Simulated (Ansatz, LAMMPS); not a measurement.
# Amorphous Ge (61 atoms): geometry optimisation

Aim: bring amorphous Ge (61 atoms) to a nearby minimum of the energy and see what moves.

Method: Kohn-Sham DFT, revPBE, PAW (set soft_2), plane waves, in Ansatz 0.2.0.

## 1. The starting structure

The cell holds 61 atoms: 61 Ge. Its edges and angles: a = 11.317 Å, b = 11.317 Å, c = 11.317 Å, α = 90.0°, β = 90.0°, γ = 90.0°. 61 atoms (61 Ge) placed at random at 5.08 g/cm³, melted at 3500 K for 10 ps at fixed volume with the Tersoff potential (Tersoff, Phys. Rev. B 39, 5566 (1989)). Quenched from 3500 K to 100 K at 5 K/ps and fixed volume, held 5 ps, then minimised at fixed cell.

Before any run, some limits are plain. The quench rate of 5 K/ps is orders of magnitude faster than experiment, which tends to freeze in extra defects. The network of bonds at the start is that of the classical potential that made the cell. Only the Γ point is sampled, in a cell whose shortest periodic width is 11 Å.

## 2. Making the structure

A classical potential makes the cell, at a small fraction of what the same run would cost in DFT.

This step: classical MD, Tersoff potential (Tersoff, Phys. Rev. B 39, 5566 (1989)) (LAMMPS 22 Jul 2025 - Update 4).

File in.lmp:

```
# melt-quench of Ge61
units metal
atom_style atomic
boundary p p p
region box block 0 11.3168 0 11.3168 0 11.3168
create_box 1 box
mass 1 72.6300   # Ge
create_atoms 1 random 61 281316 NULL overlap 2.07 maxtry 2000
pair_style tersoff
pair_coeff * * SiCGe.tersoff Ge
neigh_modify delay 0 every 1 check yes
thermo_style custom step time temp pe press density
thermo_modify norm yes
timestep 0.001
thermo 100
min_style cg
minimize 1e-4 1e-4 200 2000
reset_timestep 0
velocity all create 3500 281317 mom yes dist gaussian
fix lim all nve/limit 0.05
fix lan all langevin 3500 3500 0.1 281318 zero yes
thermo 500
run 1000 post no
unfix lim
unfix lan
thermo 1666
fix md all nvt temp 3500 3500 0.1
run 10000 post no
unfix md
thermo 68000
fix md all nvt temp 3500 100 0.1
run 680000 post no
unfix md
thermo 2500
fix md all nvt temp 100 100 0.1
run 5000 post no
unfix md
thermo 100
min_style cg
minimize 0 1e-3 2000 20000
write_dump all custom glass.dump id type xs ys zs modify sort id
```

The run is started by

```
$ lmp -in in.lmp -log none -nocite
```

Numbers of over 12 decimals in the logs are rounded to 6 here.

Output:

```text
LAMMPS (22 Jul 2025 - Update 4)
Created orthogonal box = (0 0 0) to (11.3168 11.3168 11.3168)
Created 61 atoms
   Step          Time           Temp          PotEng         Press         Density
         0   0              0             -1.7499829      67591.882      5.0760281
        42   0.042          0             -2.9598741      2672.4076      5.0760281
Loop time of 0.00704975 s on 1 MPI rank(s) for 42 steps with 61 atoms
Minimization stats:
  Stopping criterion = energy tolerance
  Energy initial, next-to-last, final =
     -1.74998293040753  -2.95966405450409   -2.9598741337833
  Force two-norm initial, final = 58.118845 4.3844702
[... 33 lines left out ...]
    695000   695            95.320308     -3.5509082     -7909.1071      5.0760281
    696000   696            90.416739     -3.5538905     -8801.6052      5.0760281
Loop time of 0.377579 s on 1 MPI rank(s) for 5000 steps with 61 atoms
   Step          Time           Temp          PotEng         Press         Density
    696000   696            90.416739     -3.5538905     -8801.6052      5.0760281
    696023   696.023        90.416739     -3.5667666     -9036.271       5.0760281
Loop time of 0.00362556 s on 1 MPI rank(s) for 23 steps with 61 atoms
Minimization stats:
  Stopping criterion = force tolerance
  Energy initial, next-to-last, final =
     -3.55389049745249  -3.56676661564631  -3.56676661701586
  Force two-norm initial, final = 4.3224362 0.00098094173
  Iterations, force evaluations = 23 46
```

Run time: 64 s. Hardware: 1 thread of Arm Neoverse V2, shared host; peak memory 0.069 GiB.

## 3. Single point at the start

A single point comes first, to see the forces before anything moves.

File input.yaml:

```yaml
crystal:
  lattice:
    - [11.3168, 0.0, 0.0]
    - [0.0, 11.3168, 0.0]
    - [0.0, 0.0, 11.3168]
  atoms:
    - { symbol: Ge, position: [0.17131, 0.01301, 0.35593] }
    - { symbol: Ge, position: [0.50138, 0.24968, 0.79611] }
    - { symbol: Ge, position: [0.37686, 0.92714, 0.68569] }
    - { symbol: Ge, position: [0.52992, 0.62383, 0.79203] }
    - { symbol: Ge, position: [0.30474, 0.90705, 0.1928] }
    - { symbol: Ge, position: [0.89025, 0.91862, 0.63002] }
    - { symbol: Ge, position: [0.29517, 0.4511, 0.61902] }
    - { symbol: Ge, position: [0.32348, 0.12961, 0.74392] }
    - { symbol: Ge, position: [0.41687, 0.55272, 0.47197] }
    - { symbol: Ge, position: [0.77043, 0.57778, 0.55418] }
    - { symbol: Ge, position: [0.95445, 0.01809, 0.28606] }
    - { symbol: Ge, position: [0.09307, 0.75004, 0.9239] }
    - { symbol: Ge, position: [0.24005, 0.22056, 0.37956] }
    - { symbol: Ge, position: [0.66083, 0.76156, 0.20438] }
    - { symbol: Ge, position: [0.68754, 0.18668, 0.70038] }
    - { symbol: Ge, position: [0.18613, 0.90873, 0.57546] }
    - { symbol: Ge, position: [0.87214, 0.28571, 0.7605] }
    - { symbol: Ge, position: [0.84197, 0.50303, 0.75278] }
    - { symbol: Ge, position: [0.9025, 0.08396, 0.48868] }
    - { symbol: Ge, position: [0.66659, 0.42296, 0.05614] }
    - { symbol: Ge, position: [0.26849, 0.56761, 0.30632] }
    - { symbol: Ge, position: [0.45061, 0.81459, 0.86434] }
    - { symbol: Ge, position: [0.24889, 0.07906, 0.07099] }
    - { symbol: Ge, position: [0.1497, 0.08557, 0.87818] }
    - { symbol: Ge, position: [0.37509, 0.2457, 0.10574] }
    - { symbol: Ge, position: [0.10238, 0.73185, 0.48823] }
    - { symbol: Ge, position: [0.98428, 0.42042, 0.47847] }
    - { symbol: Ge, position: [0.55575, 0.06135, 0.39718] }
    - { symbol: Ge, position: [0.53677, 0.94367, 0.21403] }
    - { symbol: Ge, position: [0.22591, 0.24863, 0.59198] }
    - { symbol: Ge, position: [0.82412, 0.3619, 0.19075] }
    - { symbol: Ge, position: [0.10821, 0.55192, 0.6085] }
    - { symbol: Ge, position: [0.54829, 0.43009, 0.35418] }
    - { symbol: Ge, position: [0.06425, 0.9135, 0.77152] }
    - { symbol: Ge, position: [0.98474, 0.70294, 0.12331] }
    - { symbol: Ge, position: [0.77484, 0.74299, 0.01193] }
    - { symbol: Ge, position: [0.70028, 0.9707, 0.71419] }
    - { symbol: Ge, position: [0.65934, 0.06392, 0.06432] }
    - { symbol: Ge, position: [0.00688, 0.2414, 0.59442] }
    - { symbol: Ge, position: [0.55919, 0.56218, 0.18139] }
    - { symbol: Ge, position: [0.29936, 0.76856, 0.01462] }
    - { symbol: Ge, position: [0.88851, 0.75058, 0.48906] }
    - { symbol: Ge, position: [0.44365, 0.24161, 0.31537] }
    - { symbol: Ge, position: [0.29959, 0.41751, 0.99279] }
    - { symbol: Ge, position: [0.00075, 0.47866, 0.14834] }
    - { symbol: Ge, position: [0.76264, 0.39592, 0.40843] }
    - { symbol: Ge, position: [0.55355, 0.9008, 0.56564] }
    - { symbol: Ge, position: [0.08641, 0.41251, 0.96453] }
    - { symbol: Ge, position: [0.15568, 0.74802, 0.27395] }
    - { symbol: Ge, position: [0.04029, 0.56577, 0.8142] }
    - { symbol: Ge, position: [0.55816, 0.24213, 0.00158] }
    - { symbol: Ge, position: [0.56998, 0.67126, 0.58042] }
    - { symbol: Ge, position: [0.86474, 0.81286, 0.28149] }
    - { symbol: Ge, position: [0.12605, 0.40486, 0.31377] }
    - { symbol: Ge, position: [0.65366, 0.90332, 0.9158] }
    - { symbol: Ge, position: [0.35725, 0.58306, 0.11175] }
    - { symbol: Ge, position: [0.98596, 0.21922, 0.93612] }
    - { symbol: Ge, position: [0.70737, 0.56945, 0.90226] }
    - { symbol: Ge, position: [0.86318, 0.15018, 0.12272] }
    - { symbol: Ge, position: [0.40491, 0.44733, 0.80236] }
    - { symbol: Ge, position: [0.71432, 0.19058, 0.48404] }
kpoints:
  mp_grid: { grid: [1, 1, 1] }
hamiltonian:
  xc: revpbe
scf:
  occupations: { method: fermi_dirac, width: 0.05 }
output:
  forces: true
  stress: true
  populations: true
  dos:
    method: { smearing: { sigma: 0.15 } }
    de: 0.1
    projected: { site_lists: { Ge: [Ge] } }
  eigenvalues: true
```

The run is started by

```
$ ansatz run input.yaml --threads 4 --pin off --max-ram 8192MiB --backend cpu --events-out ev --progress --plain --runs-dir out
```

Output:

```text
Engine: ansatz 0.2.0, aarch64-unknown-linux-gnu
Pseudopotentials: kind: paw
Pseudopotential: Ge, paw, valence charge 14, recommended cutoff 420 eV (normal), Ge.paw.azcp
[... 5 lines on functional and potentials left out ...]
Crystal: 61 atoms, lattice volume = 1449.342 Å³
Basis set: ecut = 420 eV, 28353 PW (Γ), exchange–correlation on 160×160×160 points (8 copies of the dense FFT grid, shifted against one another)
Bands: 513, of which v1, the nominal top of the filled ones, is band 427 counted from 1 (426 counted from 0)
Symmetry: 1 space group operations
Space group: P1 (ITA 1), of the structure as read, at distance tolerance 1.1e-4 Å
k-points: 1
[... 4 lines on functional and potentials left out ...]
Initial density: superposition of atomic densities (neutral atoms: chi_scale 0, normalization atom), corrected by the library's trained network
Initial wavefunctions: pseudopotential atomic-orbital guess
Functional: x = revpbe(κ = 1.245, μ = 0.219515), c = pbe(β = 0.066725)
SCF iter   1: F=—  HF=-262228.563911 eV  |F-HF|=—  |Δ(HF+E_count)|=         —  Δρ=4.58e-3  dr2=1.08e0  ethr=1.77e-3  ⟨swp⟩=6.0  Hψ=1820  notcnv=0
preconditioner: auto → LDOS  [insulator: Δε(μ)=0.194 eV  Ē_g=22.205 eV  σ=0.050 eV  W_gap=0.75  n_scr=388 (ndim 8)  ℏωp=28.5 eV  f_vac=0.098  D(μ)=11.55/eV (n_scr^D=32)  ε∞_Penn≈2.6  β→1.0]
SCF iter   2: F=—  HF=-262228.492703 eV  |F-HF|=—  |Δ(HF+E_count)|=   7.12e-2  Δρ=2.94e-3  dr2=3.72e-1  ethr=1.27e-4  ⟨swp⟩=2.0  Hψ=1035  notcnv=0  defer=68
SCF iter   3: F=—  HF=-262228.398789 eV  |F-HF|=—  |Δ(HF+E_count)|=   9.39e-2  Δρ=9.01e-4  dr2=4.71e-2  ethr=4.35e-5  ⟨swp⟩=2.0  Hψ=890  notcnv=0  defer=68
SCF iter   4: F=—  HF=-262228.392470 eV  |F-HF|=—  |Δ(HF+E_count)|=   6.32e-3  Δρ=3.14e-4  dr2=4.78e-3  ethr=5.51e-6  ⟨swp⟩=3.0  Hψ=934  notcnv=0  defer=68
SCF iter   5: F=—  HF=-262228.392141 eV  |F-HF|=—  |Δ(HF+E_count)|=   3.29e-4  Δρ=1.18e-4  dr2=7.37e-4  ethr=5.60e-7  ⟨swp⟩=2.0  Hψ=868  notcnv=0  defer=68
SCF iter   6: F=—  HF=-262228.392091 eV  |F-HF|=—  |Δ(HF+E_count)|=   5.01e-5  Δρ=4.10e-5  dr2=6.03e-5  ethr=8.63e-8  ⟨swp⟩=2.0  Hψ=861  notcnv=0  defer=68
SCF iter   7: F=—  HF=-262228.391345 eV  |F-HF|=—  |Δ(HF+E_count)|=   7.46e-4  Δρ=1.66e-5  dr2=9.44e-6  ethr=7.06e-9  ⟨swp⟩=2.0  Hψ=941  notcnv=0  defer=68
SCF iter   8: F=—  HF=-262228.391346 eV  |F-HF|=—  |Δ(HF+E_count)|=   1.04e-6  Δρ=6.09e-6  dr2=8.41e-7  ethr=1.10e-9  ⟨swp⟩=2.0  Hψ=876  notcnv=0  defer=68
SCF iter   9: F=—  HF=-262228.391347 eV  |F-HF|=—  |Δ(HF+E_count)|=   4.81e-7  Δρ=2.17e-6  dr2=1.12e-7  ethr=9.84e-11  ⟨swp⟩=2.0  Hψ=876  notcnv=0  defer=68
SCF iter  10: F=-262228.391347 eV  HF=-262228.391347 eV  |F-HF|=1.16e-10  |Δ(HF+E_count)|=   6.08e-8  Δρ=7.68e-7  dr2=1.41e-8  ethr=1.17e-11  ⟨swp⟩=9.0  Hψ=1995  notcnv=0
SCF 1 converged in 10 iterations: F = -262228.391347 eV  dr2 = 1.41e-8
  greatest PAW one-centre occupation: 0.998 electrons in one spin orbital (limit 2), on the Ge atom at site 0 (counted from 0), in its partial waves of l = 2
SCF converged after 10 iterations
Free energy (F): -262228.391347 eV
Harris-Foulkes:  -262228.391347 eV  (|F-HF|=1.16e-10)
Internal energy: -262228.235092 eV  (E = F + TS)
E sigma→0 (E₀):  -262228.313220 eV
Entropy (-TS):   -0.156255 eV (-2.562 meV/atom)
Fermi energy:    7.769492 eV
--- Per-component energies (eV) ---
  E_band       = -9506.356665
  E_kinetic    = 6773.554034
  E_local      = -156678.248388  (includes V_loc(G=0)·N_el)
  E_nonlocal   = 25472.791586
  E_hartree    = 68896.246877
  E_xc         = -4603.576223
  E_vxc        = -3920.215405  (∫ρ·V_xc dr)
  E_paw        = -123408.303819  (= ΣΔE_a)
  E_vpaw       = -18946.763567  (= ΣTr[D̂ρ^β])
  E_aug_tail   = 0.019219  (compensation charges beyond the density's cutoff)
  E_ewald      = -78672.754960
  E_core_change = -7.963418  (= ΣΔE_core)
  E_smearing   = -0.156255  (= −TS)
  E_closure    = -0.000000  (closes the sum)
  Σ components = -262228.391347   (vs F -262228.391347, Δ=0.00e0)
--- Forces (eV/Å), atoms counted from 1 ---
  atom   1  Ge    -0.43473495    -0.20077251     0.18556627
  atom   2  Ge    -0.06089527     0.30791599    -0.13717972
  atom   3  Ge     0.05050795    -0.05690455    -0.23329572
  atom   4  Ge    -0.28227637     0.09387891     0.19406288
  atom   5  Ge     0.64377177    -0.19144008     0.06153329
  atom   6  Ge    -0.35843890    -0.00603548     0.45336048
  atom   7  Ge     0.24716833     0.04346829     0.05676134
  atom   8  Ge     0.37500083    -0.13212223     0.25037811
  atom   9  Ge    -0.02006981    -0.15541626    -0.10177934
  atom  10  Ge    -0.23891779    -0.19063693    -0.09321280
  atom  11  Ge     0.20145647     0.06059801    -0.06500430
  atom  12  Ge    -0.21138238     0.09776639     0.19073750
  atom  13  Ge     0.07505897     0.36321366    -0.02219085
  atom  14  Ge    -0.00221392    -0.10726733    -0.32468048
[...]
atom  60  Ge     0.06051795    -0.11551383     0.05731450
  atom  61  Ge    -0.02081588     0.19196768    -0.18068382
  max |Σ_I F_I| component: 1.06e-5 eV/Å
--- Stress (GPa, compression-positive) ---
        4.308597      -1.031974      -1.043274
       -1.031974       3.431443       1.015275
       -1.043274       1.015275       3.473533
  P = ⅓ Tr σ = 3.7379 GPa (37.379 kbar)
--- Band table (eV) ---
  k-point 0: bands = ["-17.2665", "-17.2271", "-17.1984", "-17.1857", [... 497 levels ...], "12.8465", "12.9017", "12.9884", "13.0212", "13.0966", "13.1107", "13.1683", "13.2273", "13.2509", "13.3202", "13.4110", "13.4336"]
--- Löwdin populations: 61 sites ---
  site symbol       q [e]
     0     Ge     13.9248
     1     Ge     13.9790
     2     Ge     13.9547
[...]
60     Ge     13.9854
  spilling = 0.001689 (of n_electrons = 854.000000)
```

It took 31 s on 4 threads of Arm Neoverse V2, shared host; peak memory 2.2 GiB; 2 min of CPU time.

Numbers from this run:

```yaml
free_energy: -262228.3913 eV
free_energy_per_atom: -4298.8261 eV/atom
scf_cycles: 10
pressure: 3.738 GPa
r_m_s_force_component: 0.2237 eV/Å
longest_force: 0.832 eV/Å
fermi_energy: 7.769 eV
levels_partly_filled_by_over_2_per_cent: 4
spilling_of_the_projection: 0.001689
```

The r.m.s. force component of 0.22 eV/Å and the pressure of 3.7 GPa set the starting point.

Neighbours are counted within 2.93 Å (Ge-Ge).

Length of the force by element and coordination:

```csv
element,coordination,atoms,mean length of the force (eV/Å),spread,least,most
Ge,all,61,0.354,0.158,0.0639,0.832
Ge,3,1,0.391,0,0.391,0.391
Ge,4,57,0.349,0.157,0.0639,0.832
Ge,5,3,0.430,0.173,0.304,0.674
```

## 4. Relaxation

The atoms are relaxed in the fixed cell, aiming at the force tolerance of the input.

input.yaml, the sections that differ from step 3:

```yaml
output:
  forces: true
relax:
  f_tol: 0.03
  max_steps: 200
# crystal, kpoints, hamiltonian, scf: as in step 3
```

Output:

```text
[...]
Crystal: 61 atoms, lattice volume = 1449.342 Å³
Basis set: ecut = 420 eV, 28353 PW (Γ), exchange–correlation on 160×160×160 points (8 copies of the dense FFT grid, shifted against one another)
Bands: 513, of which v1, the nominal top of the filled ones, is band 427 counted from 1 (426 counted from 0)
Symmetry: 1 space group operations
[...]
k-points: 1
[...]
SCF iter   1: F=—  HF=-262228.563910 eV  |F-HF|=—  |Δ(HF+E_count)|=         —  Δρ=4.58e-3  dr2=1.08e0  ethr=1.77e-3  ⟨swp⟩=6.0  Hψ=1820  notcnv=0
[...]
SCF iter   7: F=-262228.391341 eV  HF=-262228.391345 eV  |F-HF|=4.55e-6  |Δ(HF+E_count)|=   6.01e-7  Δρ=1.66e-5  dr2=9.45e-6  ethr=2.63e-9  ⟨swp⟩=4.0  Hψ=1375  notcnv=0
SCF 1 converged in 7 iterations: F = -262228.391341 eV  dr2 = 9.45e-6
[...]
relax step   1: F+E_penalty+E_count = -262228.39134089 eV  Δ(F+E_penalty+E_count) = +0.000e0 eV  max|allowed force component| = 7.008e-1 eV/Å  Δτ_max = 0.0000 Å  (7 SCF iters, dr2 threshold 2.25e-5 eV, accepted)
[...]
relax step   2: F+E_penalty+E_count = -262229.25401194 eV  Δ(F+E_penalty+E_count) = -8.627e-1 eV  max|allowed force component| = 2.444e-1 eV/Å  Δτ_max = 0.1943 Å  (6 SCF iters, dr2 threshold 3.07e-5 eV, accepted)
[...]
relax step   3: F+E_penalty+E_count = -262229.38749581 eV  Δ(F+E_penalty+E_count) = -1.335e-1 eV  max|allowed force component| = 1.145e-1 eV/Å  Δτ_max = 0.0976 Å  (7 SCF iters, dr2 threshold 3.73e-6 eV, accepted)
relax step   4: F+E_penalty+E_count = -262229.41886249 eV  Δ(F+E_penalty+E_count) = -3.137e-2 eV  max|allowed force component| = 6.927e-2 eV/Å  Δτ_max = 0.0522 Å  (6 SCF iters, dr2 threshold 1.59e-6 eV, accepted)
relax step   5: F+E_penalty+E_count = -262229.42924308 eV  Δ(F+E_penalty+E_count) = -1.038e-2 eV  max|allowed force component| = 3.202e-2 eV/Å  Δτ_max = 0.0442 Å  (6 SCF iters, dr2 threshold 1.05e-6 eV, accepted)
relax step   6: F+E_penalty+E_count = -262229.43269705 eV  Δ(F+E_penalty+E_count) = -3.454e-3 eV  max|allowed force component| = 3.252e-2 eV/Å  Δτ_max = 0.0203 Å  (7 SCF iters, accepted)
[...]
relax step   7: F+E_penalty+E_count = -262229.43451002 eV  Δ(F+E_penalty+E_count) = -1.813e-3 eV  max|allowed force component| = 2.698e-2 eV/Å  Δτ_max = 0.0223 Å  (7 SCF iters, accepted)
SCF converged after 7 iterations
Free energy (F): -262229.434510 eV
[...]
Internal energy: -262229.378044 eV  (E = F + TS)
E sigma→0 (E₀):  -262229.406277 eV
Entropy (-TS):   -0.056466 eV (-0.926 meV/atom)
Fermi energy:    7.784206 eV
[...]
--- Forces (eV/Å), atoms counted from 1 ---
  atom   1  Ge     0.01441563    -0.00061583     0.00423036
  atom   2  Ge    -0.00438372    -0.00192219    -0.00249656
  atom   3  Ge    -0.00208487    -0.00499585     0.00063267
  atom   4  Ge    -0.00361526     0.00401444     0.00287962
  atom   5  Ge     0.00382103    -0.00465623    -0.00278090
  atom   6  Ge     0.00920936     0.00130703     0.00347949
  atom   7  Ge     0.00194948     0.00026990     0.00066671
  atom   8  Ge     0.00139133     0.00804125     0.00283066
  atom   9  Ge    -0.00165552    -0.00235172    -0.00184877
  atom  10  Ge    -0.00683843    -0.00220464     0.00164460
  atom  11  Ge    -0.00379115    -0.00116330    -0.01052155
  atom  12  Ge     0.00127525    -0.00360444     0.00886104
  atom  13  Ge    -0.00487615     0.00031513     0.00826244
  atom  14  Ge     0.00122407    -0.00537898    -0.00054577
[...]
atom  60  Ge     0.00596528     0.00100081    -0.00091602
  atom  61  Ge     0.00214282     0.00357416    -0.00197416
  max |Σ_I F_I| component: 3.04e-5 eV/Å
--- Relaxed structure (7 steps of the walk, 7 accepted, 0 SCFs on fresh bases) ---
  F+E_penalty+E_count = -262229.43451002 eV   max|allowed force component| = 2.698e-2 eV/Å
  atoms:
    - { symbol: Ge, position: [0.161779, 0.00490901, 0.368109] }
    - { symbol: Ge, position: [0.505489, 0.260500, 0.789698] }
    - { symbol: Ge, position: [0.381939, 0.928549, 0.694061] }
    - { symbol: Ge, position: [0.520334, 0.632970, 0.793584] }
[...]
- { symbol: Ge, position: [0.723279, 0.187824, 0.472385] }
```

The job ended after 91 s (4 threads; peak memory 2.1 GiB).

The steps of the relaxation:

```csv
step,energy less that of the first step (eV),largest force component (eV/Å)
1,0.0000,0.7008
2,-0.8627,0.2444
3,-0.9962,0.1145
4,-1.0275,0.0693
5,-1.0379,0.0320
6,-1.0414,0.0325
7,-1.0432,0.0270
```

The atoms that moved most (Å):

```csv
atom,dx,dy,dz,length
Ge21,0.124,0.220,0.152,0.295
Ge23,-0.021,-0.236,-0.152,0.281
Ge49,-0.019,0.255,0.008,0.255
Ge24,-0.168,0.096,-0.151,0.246
Ge5,0.232,0.027,0.058,0.241
Ge14,-0.017,-0.030,-0.230,0.233
Ge16,0.098,-0.128,0.153,0.223
Ge54,0.012,0.208,0.072,0.221
```

The relaxation changed the energy by -17.1 meV/atom, and atoms moved by 0.15 Å r.m.s., 0.29 Å at most.

## 5. Local order after relaxation

Bonds before and after, by the cutoffs listed below:

```csv
pair,bonds before,bonds after,mean before (Å),mean after (Å),spread before (Å),spread after (Å)
Ge-Ge,123,124,2.500,2.512,0.071,0.080
```

Density 5.08 g/cm³, 23.76 Å³ an atom.

Pair distribution function in bins of 0.2 Å:

```csv
r (Å),total
2.30,0.06
2.50,5.63
2.70,0.31
2.90,0.11
3.10,0.03
3.30,0.11
3.50,0.45
3.70,0.98
3.90,2.26
4.10,2.06
4.30,1.16
4.50,1.02
4.70,0.81
4.90,0.88
5.10,0.71
5.30,0.75
5.50,0.84
```

Bonds by pair of elements; cutoffs follow the first minimum of g(r), held within bounds set by covalent radii, and pairs that aren't listed don't count as bonded:

```csv
pair A-B,cutoff (Å),bonds,mean length (Å),spread (Å),shortest (Å),B about A,A about B
Ge-Ge,3.02,124,2.51,0.08,2.40,4.07,4.07
```

How many atoms have how many bonded neighbours:

```csv
element,mean,3,4,5
Ge,4.07,1,55,5
```

Bond angles, per cent of each kind in bins of 5°:

```csv
angle (°),Ge-Ge-Ge
50–55,0.3
55–60,0.0
60–65,0.5
65–70,0.0
70–75,0.3
75–80,0.5
80–85,1.8
85–90,2.4
90–95,7.0
95–100,11.0
100–105,15.1
105–110,18.8
110–115,14.9
115–120,11.2
120–125,6.8
125–130,2.6
130–135,3.9
135–140,1.3
140–145,0.5
145–150,0.3
150–155,0.3
155–160,0.3
160–165,0.0
165–170,0.3
```

Bond angles (no mean is given where the spread exceeds 20°):

```csv
angle,count,mean (°),spread (°)
Ge-Ge-Ge,383,109,13.6
```

Bond length by coordination (bonds to H left out):

```csv
element,coordination,atoms,mean bond length (Å)
Ge,3,1,2.50
Ge,4,55,2.50
Ge,5,5,2.65
```

Rings of the network by King's shortest-path rule, up to 12 atoms, one path for each pair of neighbours; H, halogens, alkali and alkaline-earth atoms are left out, and the last column divides by all other atoms, bonded or not:

```csv
ring size (atoms),rings,per network atom
3,1,0.016
4,2,0.033
5,33,0.541
6,50,0.82
7,24,0.393
8,5,0.082
```

The first peak of g(r) lies near 2.5 Å. With the cutoffs above, 90 % of Ge atoms have 4 bonded neighbours. The Ge-Ge-Ge angle averages 109° with a spread of 14°. Bonds at Ge atoms with 4 neighbours average 2.50 Å, against 2.65 Å at those with 5. Rings of 6 atoms are the most common (43 % of those counted); sizes run from 3 to 8.

(Continued in part 2 of 2.)

[Logs are printed without paths, hosts, clocks, repeated set-up lines and the standing remarks that a program may print on its own settings, such as how far it seeks lower states.]

[Hosts, paths, dates, database ids (printed as entryN), source tags and the programs' standing remarks are cut or masked in the printed files.]
